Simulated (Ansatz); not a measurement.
# CaMgCl2 (built on the sites of a database entry of CaCl): the cell at rest

Aim: bring CaMgCl2 (built on the sites of a database entry of CaCl) to small forces and stress, as phonons need.

Method: DFT PBEsol, scalar-relativistic, plane waves, norm-conserving pseudopotentials, in Ansatz 0.2.0.

Report form: the programs' logs are mostly left out.

The structure was built from a prototype and need not be the compound's stable phase.

## Step 1: The structure

Symmetry: P4mm, No. 99, tetragonal system. Conventional cell: a = 3.624 Å, b = 3.624 Å, c = 6.457 Å, α = 90.00°, β = 90.00°, γ = 90.00°. Nearest to Mg lie 5 Cl at 2.76 to 2.91 Å. Ca has 6 Cl at 2.76 to 3.55 Å and 4 Mg at 3.18 Å nearest. Nearest to Cl lie 4 Ca at 2.76 Å and 1 Mg at 2.91 Å. Nearest to Cl lie 4 Mg at 2.76 Å and 2 Ca at 2.91 to 3.55 Å. Farther neighbours and most contacts between anions are not listed.

## Step 2: A coarse first look

A quick single point on a coarse mesh tells whether the cell has a gap and how far it is from rest, which sets the k mesh and smearing that follow.

input.yaml

```yaml
crystal:
  lattice:
    - [3.6245, 0.0, 0.0]
    - [0.0, 3.6245, 0.0]
    - [0.0, 0.0, 6.45746]
  atoms:
    - { symbol: Mg, position: [0.0, 0.5, 0.146] }
    - { symbol: Ca, position: [0.5, 0.0, 0.854] }
    - { symbol: Cl, position: [0.0, 0.5, 0.695] }
    - { symbol: Cl, position: [0.5, 0.0, 0.305] }
kpoints:
  mp_grid: { grid: [6, 6, 4] }
hamiltonian:
  xc: pbesol
  pseudopotentials: { kind: nc }
scf:
  occupations: { method: gaussian, width: 0.1 }
output:
  forces: true
  stress: true
  eigenvalues: true
```

Launch:

```sh
$ ansatz run input.yaml --threads 8 --pin off --max-ram 14336MiB --backend cpu --events-out ev --progress --plain --runs-dir out
```

Elapsed: 2.5 s, on 8 threads of Arm Neoverse V2, shared host; peak memory 0.66 GiB.

This step gave:

```
pressure          : 6.307 GPa
volume per atom   : 21.21 Å³
gap on the k-mesh : 0 eV
```

The coarse mesh shows no gap and a pressure of 6.3 GPa.

## Step 3: Coarse relaxation

The start is far from rest, so a relaxation with loose tolerances brings it close first.

input.yaml: that of step 2 with these lines changed.

```diff
@@ -21 +21,6 @@
   eigenvalues: true
+relax:
+  adjacent_minimum: "off"
+  f_tol: 0.05
+  max_steps: 80
+  cell: { stress_tol: 0.5 }
```

Elapsed: 34 s, on 8 threads; peak memory 0.87 GiB; 4.4 min of CPU time.

Step by step:

| step | energy less that of the first step (eV) | largest force component (eV/Å) | pressure (GPa) | volume (Å³) |
| --- | --- | --- | --- | --- |
| 1 | 0.0000 | 1.6325 | 6.31 | 84.83 |
| 2 | -0.6639 | 0.6935 | 1.49 | 89.39 |
| 3 | -0.8428 | 0.3801 | 0.24 | 89.41 |
| 4 | -0.8699 | 0.1148 | 0.11 | 90.31 |
| 5 | -0.8822 | 0.1583 | 0.04 | 90.77 |
| 6 | -0.9115 | 0.0882 | -0.07 | 91.38 |
| 7 | -0.9191 | 0.0402 | -0.28 | 91.93 |
| 8* | -0.9451 | 0.0406 | 0.25 | 91.93 |
| 9 | -0.9709 | 0.0286 | 0.06 | 93.66 |
| 10 | -0.9768 | 0.1510 | -0.19 | 94.89 |
| 11 | -0.9326 | 0.3491 | 1.53 | 96.88 |
| 12 | -0.9652 | 0.3249 | -0.20 | 97.04 |
| 13 | -0.9820 | 0.0277 | -0.01 | 95.21 |
| 14* | -0.9845 | 0.0278 | 0.05 | 95.21 |

Relaxation steps marked * repeat the geometry before them on a plane-wave basis chosen anew for their cell, so energy and pressure can jump there. Relaxation steps 11, 12 were tried and not accepted.

The run keeps the 8 symmetry operations that it works with, so distortions that break them were not tested.

```csv
cell as run,before,after,change
a (Å),3.624,3.445,-5.0 %
b (Å),3.624,3.445,-5.0 %
c (Å),6.457,8.024,+24.3 %
volume (Å³/atom),21.21,23.80,+12.2 %
```

The atoms that moved most (Å, as changes of fractional coordinates times the final cell):

```
atom     dx     dy      dz  length
 Cl3  0.000  0.000  -0.217   0.217
 Mg1  0.000  0.000   0.190   0.190
 Cl4  0.000  0.000   0.159   0.159
 Ca2  0.000  0.000  -0.132   0.132
```

Final coordinates:

```xyz
4
Lattice="3.4445 0.0000 0.0000 0.0000 3.4445 0.0000 0.0000 0.0000 8.0244" Properties=species:S:1:pos:R:3 pbc="T T T"
Mg    0.0000    1.7223    1.3613
Ca    1.7223    0.0000    6.7210
Cl    0.0000    1.7223    5.3602
Cl    1.7223    0.0000    2.6063
```

Numbers from this step:

```
pressure        : 0.05420 GPa
volume per atom : 23.80 Å³
```

In this step the volume went from 21.21 to 23.80 Å³/atom.

## Step 4: Relaxation

The cell and atoms are relaxed, since residual forces and stress would shift the frequencies.

input.yaml, the sections that differ from step 3:

```yaml
crystal:
  lattice:
    - [3.4445494278, 0.0, 0.0]
    - [0.0, 3.4445494278, 0.0]
    - [0.0, 0.0, 8.0243959242]
  atoms:
    - { symbol: Mg, position: [0.0, 0.5, 0.1696401029] }
    - { symbol: Ca, position: [0.5, 0.0, 0.83756975] }
    - { symbol: Cl, position: [0.0, 0.5, 0.6679914711] }
    - { symbol: Cl, position: [0.5, 0.0, 0.3247986761] }
kpoints:
  mp_grid: { grid: [12, 12, 6] }
relax:
  adjacent_minimum: "off"
  f_tol: 0.005
  max_steps: 80
  cell: { stress_tol: 0.05 }
# hamiltonian, scf, output: as in step 3
```

Run time: 82 s. Hardware: 8 threads; peak memory 1.3 GiB; 11 min of CPU time.

Relaxation path:

```csv
step,energy less that of the first step (eV),largest force component (eV/Å),pressure (GPa),volume (Å³)
1,0.0000,0.0266,0.06,95.21
2,-0.0001,0.0502,0.01,96.27
3,-0.0006,0.0445,-0.06,96.11
4,-0.0010,0.0303,-0.08,96.30
5,-0.0012,0.0085,-0.03,96.39
6,-0.0013,0.0055,0.02,96.45
7,-0.0013,0.0007,0.00,96.51
8*,-0.0014,0.0007,0.01,96.51
```

Relaxation steps marked * repeat the geometry before them on a plane-wave basis chosen anew for their cell, so energy and pressure can jump there.

Forces are held to the 8 operations that the run works with; a distortion that breaks them can't arise in this run.

```
conventional cell, symmetrised  before  after  change
                         a (Å)   3.445  3.439  -0.2 %
                         b (Å)   3.445  3.439  -0.2 %
                         c (Å)   8.024  8.161  +1.7 %
              volume (Å³/atom)   23.80  24.13  +1.4 %
```

The atoms that moved most (Å, as changes of fractional coordinates times the final cell):

```csv
atom,dx,dy,dz,length
Cl4,0.000,0.000,-0.037,0.037
Cl3,0.000,0.000,0.037,0.037
Ca2,0.000,0.000,0.018,0.018
Mg1,0.000,0.000,-0.018,0.018
```

Final coordinates:

```cif
data_structure
_symmetry_space_group_name_H-M 'P 1'
_symmetry_Int_Tables_number 1
_cell_length_a 3.4388
_cell_length_b 3.4388
_cell_length_c 8.1612
_cell_angle_alpha 90.000
_cell_angle_beta 90.000
_cell_angle_gamma 90.000
_cell_volume 96.51
loop_
_atom_site_label
_atom_site_type_symbol
_atom_site_fract_x
_atom_site_fract_y
_atom_site_fract_z
_atom_site_occupancy
Mg1 Mg 0.00000 0.50000 0.16745 1
Ca2 Ca 0.50000 0.00000 0.83977 1
Cl3 Cl 0.00000 0.50000 0.67250 1
Cl4 Cl 0.50000 0.00000 0.32027 1
```

Numbers from this step:

| Item | Value |
| --- | --- |
| pressure | 0.006850 GPa |
| volume per atom | 24.13 Å³ |

In this step the volume went from 23.80 to 24.13 Å³/atom.

## Step 5: Relaxing to small forces for the phonons

Phonons need a cell at rest on their own settings, so the relaxation is repeated with tight tolerances on forces and stress on the k mesh and occupations of the first response run.

input.yaml, the sections that differ from step 4:

```yaml
crystal:
  lattice:
    - [3.4388313588, 0.0, 0.0]
    - [0.0, 3.4388313588, 0.0]
    - [0.0, 0.0, 8.1611706741]
  atoms:
    - { symbol: Mg, position: [0.0, 0.5, 0.1674530718] }
    - { symbol: Ca, position: [0.5, 0.0, 0.8397744971] }
    - { symbol: Cl, position: [0.0, 0.5, 0.6725023927] }
    - { symbol: Cl, position: [0.5, 0.0, 0.3202700385] }
scf:
  occupations: { method: methfessel_paxton, width: 0.2 }
relax:
  adjacent_minimum: "off"
  f_tol: 0.001
  max_steps: 60
  cell: { stress_tol: 0.01 }
# kpoints, hamiltonian, output: as in step 4
```

It took 70 s on 8 threads; peak memory 1.3 GiB.

Little changed from the start: no atom moved by 0.005 Å and no cell edge by 0.1 %.

Numbers from this step:

```
pressure : 0.001701 GPa
```

The largest force component left is 0.37 meV/Å and the pressure is 0.002 GPa, within the tolerances set. The cell now holds 24.13 Å³/atom.

## Step 6: Results

| Quantity | Value |
| --- | --- |
| space group after relaxation (within 0.01 Å) | P4mm |
| lattice constant a | 3.439 Å |
| lattice constant b | 3.439 Å |
| lattice constant c | 8.163 Å |
| volume per atom | 24.1 Å³ |

The largest force component left is 0.37 meV/Å and the pressure is 0.002 GPa, within the tolerances set. The cell now holds 24.13 Å³/atom. The relaxation keeps the symmetry of its start, so it says nothing on stability against lower symmetry. The starting cell was built on a prototype and not taken from a measurement, so the phase need not exist.

[Logs are printed without paths, hosts, clocks, repeated set-up lines and the standing remarks that a program may print on its own settings, such as how far it seeks lower states.]

[Hosts, paths, dates, database ids (printed as entryN), source tags and the programs' standing remarks are cut or masked in the printed files.]
